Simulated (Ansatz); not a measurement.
**Ca chain started as a strip of triangles: period, moment and channels by functional**

How many channels does the Ca chain started as a strip of triangles carry, and how sure is the answer?

Main program and level: Ansatz 0.2.0; DFT PBE, plane waves, PAW; relaxation of a chain's period, in the first sound run; inputs show where later runs differ.

## (1) Set-up

The cell holds 2 atoms: 2 Ca. Its edges and angles: a = 13.500 Å, b = 12.000 Å, c = 3.444 Å, α = 90.0°, β = 90.0°, γ = 90.0°. Vacuum lies along a and b. The structure's axis is c.

## (2) Relaxing the period, level PBE, cutoff 420 eV

Band widths follow the bond lengths, so the chain is relaxed first. The atoms and the third cell vector are free; the box across stays fixed as vacuum. Moments are seeded so that a magnetic state can form if it lies lower. A Fermi-Dirac smearing is set since the result may be a metal. The pressure printed is a third of the stress's trace over the whole box, vacuum included; only the stress along the axis is relaxed.

input.yaml reads:

```yaml
crystal:
  lattice:
    - [13.5, 0.0, 0.0]
    - [0.0, 12.0, 0.0]
    - [0.0, 0.0, 3.44432]
  atoms:
    - { symbol: Ca, position: [0.39101037, 0.5, 0.0], spin: 0.5 }
    - { symbol: Ca, position: [0.60898963, 0.5, 0.5], spin: 0.5 }
magnetization:
  spin_polarized: true
kpoints:
  mp_grid: { grid: [1, 1, 24] }
scf:
  occupations: { method: fermi_dirac, width: 0.05 }
hamiltonian:
  xc: pbe
relax:
  cell: { fix: [a, b, alpha, beta, gamma] }
  max_steps: 60
```

Started as:

```
$ ansatz run input.yaml --threads 4 --pin off --max-ram 16384MiB --backend cpu --events-out ev --progress --plain --runs-dir out
```

Numbers of over 12 decimals in the logs are rounded to 6 here.

Log:

```text
Engine: ansatz 0.2.0, x86_64-unknown-linux-gnu
Pseudopotentials: kind: paw
Pseudopotential: Ca, paw, valence charge 10, recommended cutoff 420 eV (normal), Ca.paw.azcp
Functional definition: PBE
  parameter kappa = 0.804
  parameter beta = 0.066725
  exchange = pbe_x(kappa = kappa, mu = beta*pi^2/3)
  correlation = pbe_c(beta = beta)
Crystal: 2 atoms, lattice volume = 557.980 Å³
Basis set: ecut = 420 eV, 10943 PW (Γ), exchange–correlation on 192×162×48 points (8 copies of the dense FFT grid, shifted against one another)
Bands: 15, of which v1, the nominal top of the filled ones, is band 10 counted from 1 (9 counted from 0)
Symmetry: 8 space group operations
Space group: Pmma (ITA 51), of the structure as read, at distance tolerance 8.2e-5 Å
Magnetic group: BNS 51.289 (UNI 387), of the structure as read, at distance tolerance 8.2e-5 Å
k-points: 13 of 24
Non-local potential: Ca, projectors of the file, l = 0: 3, l = 1: 2, l = 2: 2
PAW form: soft (Blöchl's): semilocal exchange-correlation on the pseudo side does not see the compensation charge
PAW one-centre angular grid: Ca, 110 points (default); XC on 64 Gauss nodes
Initial density: superposition of atomic densities (neutral atoms: chi_scale 0, normalization atom)
Starting moments: Σ|m| = 1 μB on 2 of 2 sites
Initial wavefunctions: pseudopotential atomic-orbital guess
Functional: x = pbe(κ = 0.804, μ = 0.219515), c = pbe(β = 0.066725)
SCF iter   1: F=—  HF=-3632.201613 eV  |F-HF|=—  |Δ(HF+E_count)|=         —  Δρ=1.06e-2 (↑7.39e-3 ↓1.06e-2)  dr2=5.44e0  dr2_m=1.94e-1  M=0.366 μB ∫|m|=0.384 μB  β_m=0.30  ethr=3.10e-3  ⟨swp⟩=11.5  Hψ=3305  notcnv=0
preconditioner: auto → LDOS  [metal: Δε(μ)=0.031 eV  Ē_g=2.236 eV  σ=0.050 eV  W_gap=0.15  n_scr=30 (ndim 8)  ℏωp=3.1 eV  f_vac=0.663  D(μ)=3.51/eV (n_scr^D=12)]
spin=Collinear: LDOS preconditioning applied to the charge; magnetization (m = ρ↑ − ρ↓) channel mixes plain (no charge-response kernel on spin).
SCF iter   2: F=—  HF=-3631.409829 eV  |F-HF|=—  |Δ(HF+E_count)|=   7.92e-1  Δρ=6.65e-3 (↑5.12e-3 ↓6.65e-3)  dr2=1.75e0  dr2_m=1.03e-1  M=0.410 μB ∫|m|=0.411 μB  β_m=0.30  ethr=3.10e-3  ⟨swp⟩=3.0  Hψ=823  notcnv=0
SCF iter   3: F=—  HF=-3631.118992 eV  |F-HF|=—  |Δ(HF+E_count)|=   2.91e-1  Δρ=4.01e-3 (↑4.01e-3 ↓3.20e-3)  dr2=1.50e-1  dr2_m=5.54e-2  M=0.441 μB ∫|m|=0.441 μB  β_m=0.30  ethr=3.10e-3  ⟨swp⟩=3.2  Hψ=675  notcnv=0
SCF iter   4: F=—  HF=-3631.161626 eV  |F-HF|=—  |Δ(HF+E_count)|=   4.26e-2  Δρ=2.62e-3 (↑2.46e-3 ↓2.62e-3)  dr2=1.05e-1  dr2_m=2.82e-2  M=0.468 μB ∫|m|=0.469 μB  β_m=0.30  ethr=7.50e-4  ⟨swp⟩=3.2  Hψ=808  notcnv=0
SCF iter   5: F=—  HF=-3631.163498 eV  |F-HF|=—  |Δ(HF+E_count)|=   1.87e-3  Δρ=1.83e-3 (↑1.83e-3 ↓1.71e-3)  dr2=9.42e-3  dr2_m=1.46e-2  M=0.507 μB ∫|m|=0.508 μB  β_m=0.30  ethr=5.26e-4  ⟨swp⟩=2.1  Hψ=565  notcnv=0
SCF iter   6: F=—  HF=-3631.175783 eV  |F-HF|=—  |Δ(HF+E_count)|=   1.23e-2  Δρ=1.27e-3 (↑1.19e-3 ↓1.27e-3)  dr2=1.54e-3  dr2_m=7.52e-3  M=0.544 μB ∫|m|=0.544 μB  β_m=0.30  ethr=4.71e-5  ⟨swp⟩=2.7  Hψ=731  notcnv=0
SCF iter   7: F=—  HF=-3631.182105 eV  |F-HF|=—  |Δ(HF+E_count)|=   6.32e-3  Δρ=9.35e-4 (↑8.59e-4 ↓9.35e-4)  dr2=4.98e-4  dr2_m=4.00e-3  M=0.578 μB ∫|m|=0.580 μB  β_m=1.00  ethr=7.69e-6  ⟨swp⟩=2.0  Hψ=489  notcnv=0
SCF iter   8: F=—  HF=-3631.195800 eV  |F-HF|=—  |Δ(HF+E_count)|=   1.37e-2  Δρ=3.42e-4 (↑3.42e-4 ↓2.29e-4)  dr2=6.60e-4  dr2_m=3.72e-4  M=0.657 μB ∫|m|=0.674 μB  β_m=1.00  ethr=2.49e-6  ⟨swp⟩=3.0  Hψ=821  notcnv=0
SCF iter   9: F=—  HF=-3631.200074 eV  |F-HF|=—  |Δ(HF+E_count)|=   4.27e-3  Δρ=2.56e-4 (↑2.56e-4 ↓1.33e-4)  dr2=1.28e-3  dr2_m=1.22e-4  M=0.689 μB ∫|m|=0.729 μB  β_m=1.00  ethr=2.49e-6  ⟨swp⟩=3.6  Hψ=693  notcnv=0
SCF iter  10: F=—  HF=-3631.200830 eV  |F-HF|=—  |Δ(HF+E_count)|=   7.56e-4  Δρ=1.35e-4 (↑1.04e-4 ↓1.35e-4)  dr2=5.91e-4  dr2_m=2.01e-5  M=0.692 μB ∫|m|=0.748 μB  β_m=1.00  ethr=2.49e-6  ⟨swp⟩=2.5  Hψ=669  notcnv=0
SCF iter  11: F=—  HF=-3631.201116 eV  |F-HF|=—  |Δ(HF+E_count)|=   2.86e-4  Δρ=7.42e-5 (↑7.42e-5 ↓6.57e-5)  dr2=9.32e-5  dr2_m=1.55e-5  M=0.702 μB ∫|m|=0.769 μB  β_m=1.00  ethr=2.49e-6  ⟨swp⟩=2.1  Hψ=460  notcnv=0
SCF iter  12: F=—  HF=-3631.201344 eV  |F-HF|=—  |Δ(HF+E_count)|=   2.29e-4  Δρ=5.40e-5 (↑5.40e-5 ↓5.09e-5)  dr2=9.09e-5  dr2_m=4.05e-6  M=0.701 μB ∫|m|=0.777 μB  β_m=1.00  ethr=4.66e-7  ⟨swp⟩=2.7  Hψ=661  notcnv=0
SCF iter  13: F=—  HF=-3631.201385 eV  |F-HF|=—  |Δ(HF+E_count)|=   4.09e-5  Δρ=2.60e-5 (↑2.51e-5 ↓2.60e-5)  dr2=1.97e-6  dr2_m=2.94e-6  M=0.704 μB ∫|m|=0.786 μB  β_m=1.00  ethr=4.54e-7  ⟨swp⟩=2.0  Hψ=451  notcnv=0
SCF iter  14: F=—  HF=-3631.201411 eV  |F-HF|=—  |Δ(HF+E_count)|=   2.62e-5  Δρ=1.82e-5 (↑1.63e-5 ↓1.82e-5)  dr2=5.17e-7  dr2_m=1.37e-6  M=0.706 μB ∫|m|=0.791 μB  β_m=1.00  ethr=9.86e-9  ⟨swp⟩=3.0  Hψ=719  notcnv=0
SCF iter  15: F=—  HF=-3631.201425 eV  |F-HF|=—  |Δ(HF+E_count)|=   1.41e-5  Δρ=1.26e-5 (↑1.26e-5 ↓1.11e-5)  dr2=2.18e-7  dr2_m=6.96e-7  M=0.707 μB ∫|m|=0.795 μB  β_m=0.30  ethr=2.59e-9  ⟨swp⟩=3.1  Hψ=680  notcnv=0
Mixer restart at iter 15: flushing history
spin-set hold released at iteration 15 (site moments contracting): the magnetisation degrees of freedom join the quasi-Newton model from the next iteration; the mixer history was flushed
SCF iter  16: F=—  HF=-3631.201428 eV  |F-HF|=—  |Δ(HF+E_count)|=   2.32e-6  Δρ=1.11e-5 (↑1.11e-5 ↓1.05e-5)  dr2=1.08e-7  dr2_m=5.80e-7  M=0.707 μB ∫|m|=0.796 μB  β_m=0.65  ethr=5.00e-10  ⟨swp⟩=5.3  Hψ=1164  notcnv=0
SCF iter  17: F=—  HF=-3631.201434 eV  |F-HF|=—  |Δ(HF+E_count)|=   6.74e-6  Δρ=7.19e-6 (↑6.29e-6 ↓7.19e-6)  dr2=5.03e-8  dr2_m=2.28e-7  M=0.707 μB ∫|m|=0.799 μB  β_m=0.82  ethr=5.00e-10  ⟨swp⟩=6.1  Hψ=1371  notcnv=0
SCF iter  18: F=—  HF=-3631.201438 eV  |F-HF|=—  |Δ(HF+E_count)|=   3.57e-6  Δρ=2.83e-6 (↑2.35e-6 ↓2.83e-6)  dr2=1.14e-8  dr2_m=3.33e-8  M=0.708 μB ∫|m|=0.802 μB  β_m=0.91  ethr=2.52e-10  ⟨swp⟩=6.2  Hψ=1322  notcnv=0
SCF iter  19: F=—  HF=-3631.201439 eV  |F-HF|=—  |Δ(HF+E_count)|=   4.80e-7  Δρ=6.50e-7 (↑6.50e-7 ↓5.06e-7)  dr2=2.03e-9  dr2_m=1.52e-9  M=0.709 μB ∫|m|=0.804 μB  β_m=0.96  ethr=5.69e-11  ⟨swp⟩=5.5  Hψ=1213  notcnv=0
SCF iter  20: F=—  HF=-3631.201439 eV  |F-HF|=—  |Δ(HF+E_count)|=   1.42e-8  Δρ=3.86e-7 (↑3.86e-7 ↓3.42e-7)  dr2=2.07e-9  dr2_m=4.87e-10  M=0.709 μB ∫|m|=0.804 μB  β_m=0.96  ethr=1.02e-11  ⟨swp⟩=3.8  Hψ=981  notcnv=0
SCF iter  21: F=—  HF=-3631.201439 eV  |F-HF|=—  |Δ(HF+E_count)|=   3.54e-9  Δρ=2.11e-7 (↑2.11e-7 ↓1.82e-7)  dr2=2.18e-10  dr2_m=1.79e-10  M=0.709 μB ∫|m|=0.804 μB  β_m=0.98  ethr=1.02e-11  ⟨swp⟩=3.4  Hψ=868  notcnv=0
[...]
SCF iter   8: F=-3631.435581 eV  HF=-3631.435581 eV  |F-HF|=9.19e-8  |Δ(HF+E_count)|=   7.09e-7  Δρ=1.83e-6 (↑1.83e-6 ↓1.67e-6)  dr2=4.40e-9  dr2_m=1.63e-8  M=0.484 μB ∫|m|=0.567 μB  β_m=0.98  ethr=2.47e-10  ⟨swp⟩=2.0  Hψ=1437  notcnv=0
iter 9 did not close the SCF: its close was put off for a magnetic moment that had not settled (scf_convergence_deferred on its scf_iter line)
SCF iter   9: F=-3631.435581 eV  HF=-3631.435581 eV  |F-HF|=1.02e-8  |Δ(HF+E_count)|=   2.44e-7  Δρ=7.37e-7 (↑5.96e-7 ↓7.37e-7)  dr2=2.56e-9  dr2_m=2.13e-9  M=0.484 μB ∫|m|=0.567 μB  β_m=0.99  ethr=2.20e-11  ⟨swp⟩=1.2  Hψ=1256  notcnv=0
iter 10 did not close the SCF: its close was put off for a magnetic moment that had not settled (scf_convergence_deferred on its scf_iter line)
SCF iter  10: F=-3631.435581 eV  HF=-3631.435581 eV  |F-HF|=6.51e-10  |Δ(HF+E_count)|=   3.16e-8  Δρ=2.09e-7 (↑2.09e-7 ↓1.81e-7)  dr2=3.80e-10  dr2_m=1.24e-10  M=0.483 μB ∫|m|=0.566 μB  β_m=0.99  ethr=1.28e-11  ⟨swp⟩=1.0  Hψ=1228  notcnv=0
SCF iter  11: F=-3631.435581 eV  HF=-3631.435581 eV  |F-HF|=3.87e-11  |Δ(HF+E_count)|=   1.74e-9  Δρ=5.39e-8 (↑5.39e-8 ↓5.13e-8)  dr2=5.68e-11  dr2_m=8.42e-12  M=0.483 μB ∫|m|=0.566 μB  ethr=1.90e-12  ⟨swp⟩=1.0  Hψ=1200  notcnv=0
SCF 3 converged in 11 iterations: F = -3631.435581 eV  dr2 = 5.68e-11
relax step   3: F+E_penalty+E_count = -3631.43558105 eV  Δ(F+E_penalty+E_count) = -8.819e-2 eV  max|allowed force component| = 2.321e-2 eV/Å  Δτ_max = 0.0339 Å  P = +0.101 GPa  Ω = 602.047 Å³  energy of the carried Pulay correction = -2.476e-4 eV  fix = [a, b, alpha, beta, gamma]  reactions: a +0.038, b +0.004 GPa  (11 SCF iters, dr2 threshold 2.00e-7 eV, accepted)
[...]
relax step   4: F+E_penalty+E_count = -3631.45022599 eV  Δ(F+E_penalty+E_count) = -1.464e-2 eV  max|allowed force component| = 8.069e-3 eV/Å  Δτ_max = 0.0059 Å  P = -0.014 GPa  Ω = 629.946 Å³  energy of the carried Pulay correction = -3.949e-4 eV  fix = [a, b, alpha, beta, gamma]  reactions: a +0.024, b +0.002 GPa  (11 SCF iters, dr2 threshold 1.71e-7 eV, accepted)
[...]
relax step   5: F+E_penalty+E_count = -3631.45180143 eV  Δ(F+E_penalty+E_count) = -1.575e-3 eV  max|allowed force component| = 4.773e-3 eV/Å  Δτ_max = 0.0073 Å  P = +0.003 GPa  Ω = 623.844 Å³  energy of the carried Pulay correction = -3.633e-4 eV  fix = [a, b, alpha, beta, gamma]  reactions: a +0.014, b +0.003 GPa  (10 SCF iters, dr2 threshold 1.21e-8 eV, accepted)
Basis set: ecut = 420 eV, 12209 PW (Γ), exchange–correlation on 192×162×54 points (8 copies of the dense FFT grid, shifted against one another)
Initial wavefunctions: pseudopotential atomic-orbital guess (no wavefunctions were taken with the density)
iter 1 solved again at ethr=5.91e-7 eV; its pass at ethr=3.10e-3 eV (dr2=1.18e-4 eV) is discarded
SCF iter   1: F=—  HF=-3631.452414 eV  |F-HF|=—  |Δ(HF+E_count)|=         —  Δρ=1.90e-5 (↑1.90e-5 ↓1.90e-5)  dr2=9.97e-7  dr2_m=1.59e-9  M=0.408 μB ∫|m|=0.480 μB  β_m=0.30  ethr=5.91e-7  ⟨swp⟩=4.8  Hψ=4581  notcnv=0
preconditioner: auto → LDOS  [metal: Δε(μ)=0.031 eV  Ē_g=1.926 eV  σ=0.050 eV  W_gap=0.15  n_scr=30 (ndim 8)  ℏωp=3.0 eV  f_vac=0.671  D(μ)=3.21/eV (n_scr^D=10)]
spin=Collinear: LDOS preconditioning applied to the charge; magnetization (m = ρ↑ − ρ↓) channel mixes plain (no charge-response kernel on spin).
SCF iter   2: F=—  HF=-3631.452400 eV  |F-HF|=—  |Δ(HF+E_count)|=   1.42e-5  Δρ=1.33e-5 (↑1.33e-5 ↓1.33e-5)  dr2=4.87e-7  dr2_m=8.31e-10  M=0.408 μB ∫|m|=0.480 μB  β_m=0.64  ethr=4.99e-9  ⟨swp⟩=2.4  Hψ=599  notcnv=0
SCF iter   3: F=—  HF=-3631.452400 eV  |F-HF|=—  |Δ(HF+E_count)|=   2.06e-7  Δρ=4.74e-7 (↑4.68e-7 ↓4.74e-7)  dr2=3.46e-9  dr2_m=5.67e-11  M=0.408 μB ∫|m|=0.480 μB  β_m=0.59  ethr=2.44e-9  ⟨swp⟩=3.0  Hψ=717  notcnv=0
SCF iter   4: F=—  HF=-3631.452400 eV  |F-HF|=—  |Δ(HF+E_count)|=   5.71e-9  Δρ=2.26e-7 (↑2.20e-7 ↓2.26e-7)  dr2=8.66e-10  dr2_m=2.22e-11  M=0.408 μB ∫|m|=0.480 μB  β_m=0.80  ethr=1.73e-11  ⟨swp⟩=3.4  Hψ=726  notcnv=0
SCF iter   5: F=—  HF=-3631.452400 eV  |F-HF|=—  |Δ(HF+E_count)|=   6.52e-8  Δρ=6.29e-8 (↑5.89e-8 ↓6.29e-8)  dr2=9.85e-11  dr2_m=1.46e-12  M=0.408 μB ∫|m|=0.480 μB  β_m=0.82  ethr=4.33e-12  ⟨swp⟩=3.1  Hψ=783  notcnv=0
SCF iter   6: F=—  HF=-3631.452400 eV  |F-HF|=—  |Δ(HF+E_count)|=  6.36e-10  Δρ=2.90e-8 (↑2.77e-8 ↓2.90e-8)  dr2=3.32e-11  dr2_m=7.56e-13  M=0.408 μB ∫|m|=0.480 μB  β_m=0.91  ethr=1.00e-12  ⟨swp⟩=7.3  Hψ=1662  notcnv=0
SCF iter   7: F=-3631.452400 eV  HF=-3631.452400 eV  |F-HF|=6.28e-11  |Δ(HF+E_count)|=  3.63e-10  Δρ=1.28e-8 (↑1.06e-8 ↓1.28e-8)  dr2=3.40e-12  dr2_m=1.59e-13  M=0.408 μB ∫|m|=0.480 μB  ethr=1.00e-12  ⟨swp⟩=7.0  Hψ=1634  notcnv=0
SCF 6 converged in 7 iterations: F = -3631.452400 eV  dr2 = 3.40e-12
relax step   6: F+E_penalty+E_count = -3631.45239985 eV  Δ(F+E_penalty+E_count) = -5.984e-4 eV  max|allowed force component| = 4.777e-3 eV/Å  Δτ_max = 0.0000 Å  P = +0.004 GPa  Ω = 623.844 Å³  fix = [a, b, alpha, beta, gamma]  reactions: a +0.014, b +0.003 GPa  stress off target by 6.26e-3 GPa on what of the cell is left free  SCF on the basis re-selected at this cell (its energy is not comparable with the rows above)  (7 SCF iters)
basis re-selected at this cell: Δ(F+E_penalty+E_count) = -5.984e-4 eV, ΔP = +0.001 GPa vs the last step (what re-selecting the basis moved, of the pressure what is left beyond the Pulay correction that the steps carried, after the strain that the cell walked since its last selection, with what the two solves' SCF thresholds leave and, on support functions, any second-order correction that the steps lacked; it is no measure of the basis error at this ecutwfc). The dense FFT grid was sized anew with the basis: this SCF ran on 96×81×27 points, the steps before it on 96×81×24, so part of this shift can come from that change (see relax.cell in the input reference). [rest of the remark cut]
SCF converged after 7 iterations
Magnetization: 0.4079 μB (10.2040 up, 9.7960 down)
Absolute magnetization: 0.4820 μB (∫|ρ↑−ρ↓|, with the PAW one-centre terms)
Spin contamination: 0.0203 ħ² per cell (⟨S²⟩ above its minimum at these occupations)
Per-site moments (μB) at R_I (Å): [(0.055573, 1.529416), (0.055573, 1.529416)]
Free energy (F): -3631.452400 eV
Harris-Foulkes:  -3631.452400 eV  (|F-HF|=6.28e-11)
Internal energy: -3631.426200 eV  (E = F + TS)
E sigma→0 (E₀):  -3631.439300 eV
Entropy (-TS):   -0.026200 eV (-13.100 meV/atom)
Fermi energy:    -1.467374 eV
--- Per-component energies (eV) ---
  E_band       = -496.058706
  E_kinetic    = 547.563485
  E_local      = -3841.456138  (includes V_loc(G=0)·N_el)
  E_nonlocal   = 127.547111
  E_hartree    = 1567.154467
  E_xc         = -269.084547
  E_vxc        = -335.135596  (∫ρ·V_xc dr)
  E_paw        = -1716.360845  (= ΣΔE_a)
  E_vpaw       = -128.886422  (= ΣTr[D̂ρ^β])
  E_aug_tail   = -0.000012  (compensation charges beyond the density's cutoff)
  E_ewald      = -46.789722
  E_smearing   = -0.026200  (= −TS)
  E_closure    = 0.000000  (closes the sum)
  Σ components = -3631.452400   (vs F -3631.452400, Δ=0.00e0)
--- Forces (eV/Å), atoms counted from 1 ---
  atom   1  Ca     0.00477735     0.00000000     0.00000000
  atom   2  Ca    -0.00477735     0.00000000     0.00000000
  max |Σ_I F_I| component: 1.73e-18 eV/Å
--- Stress (GPa, compression-positive) ---
        0.014405       0.000000       0.000000
        0.000000       0.003020       0.000000
        0.000000       0.000000      -0.006257
  P = ⅓ Tr σ = 0.0037 GPa (0.037 kbar)
--- Relaxed structure (5 steps of the walk, 5 accepted, 1 SCFs on fresh bases) ---
  F+E_penalty+E_count = -3631.45239985 eV   max|allowed force component| = 4.777e-3 eV/Å   (the final SCF, on the basis selected at the relaxed cell)
  cell:  # Å, volume = 623.8442 Å³
    - [13.5, 0.0, 0.0]
    - [0.0, 12.0, 0.0]
    - [0.0, 0.0, 3.850890]
  atoms:
    - { symbol: Ca, position: [0.382647, 0.5, 0.0] }
    - { symbol: Ca, position: [0.617353, 0.5, 0.500000] }
```

Run time: 23 s. Hardware: 4 threads of Intel Xeon 6975P-C (Granite Rapids), shared host; peak memory 0.91 GiB.

Step by step:

| step | energy less that of the first step (eV) | largest force component (eV/Å) | pressure (GPa) | volume (Å³) |
| --- | --- | --- | --- | --- |
| 1 | 0.0000 | 0.5288 | 0.52 | 557.98 |
| 2 | -0.1460 | 0.1648 | 0.29 | 574.69 |
| 3 | -0.2341 | 0.0232 | 0.10 | 602.05 |
| 4 | -0.2488 | 0.0081 | -0.01 | 629.95 |
| 5 | -0.2504 | 0.0048 | 0.00 | 623.84 |
| 6* | -0.2510 | 0.0048 | 0.00 | 623.84 |

Relaxation steps marked * repeat the geometry before them on a plane-wave basis chosen anew for their cell, so energy and pressure can jump there.

The run keeps the 8 symmetry operations that it works with, so distortions that break them were not tested.

| cell as run | before | after | change |
| --- | --- | --- | --- |
| c (Å) | 3.444 | 3.851 | +11.8 % |

The atoms that moved most (Å, along periodic axes as changes of fractional coordinates times the final cell, across vacuum about the mean position):

| atom | dx | dy | dz | length |
| --- | --- | --- | --- | --- |
| Ca1 | -0.113 | 0.000 | 0.000 | 0.113 |
| Ca2 | 0.113 | 0.000 | 0.000 | 0.113 |

Final coordinates:

```xyz
2
Lattice="13.5000 0.0000 0.0000 0.0000 12.0000 0.0000 0.0000 0.0000 3.8509" Properties=species:S:1:pos:R:3
Ca    5.1657    6.0000    0.0000
Ca    8.3343    6.0000    1.9254
```

This step gave:

| Quantity | Value |
| --- | --- |
| energy at zero smearing | -3631.4393 eV |
| total moment | 0.4079 μB |
| absolute moment | 0.4820 μB |
| cell length along the wire | 3.851 Å |

The cell's length comes to 3.851 Å with an absolute moment of 0.48 μB a cell.

[end of part 1 of 3]

[Logs are printed without paths, hosts, clocks, repeated set-up lines and the standing remarks that a program may print on its own settings, such as how far it seeks lower states.]

[Hosts, paths, dates, database ids (printed as entryN), source tags and the programs' standing remarks are cut or masked in the printed files.]
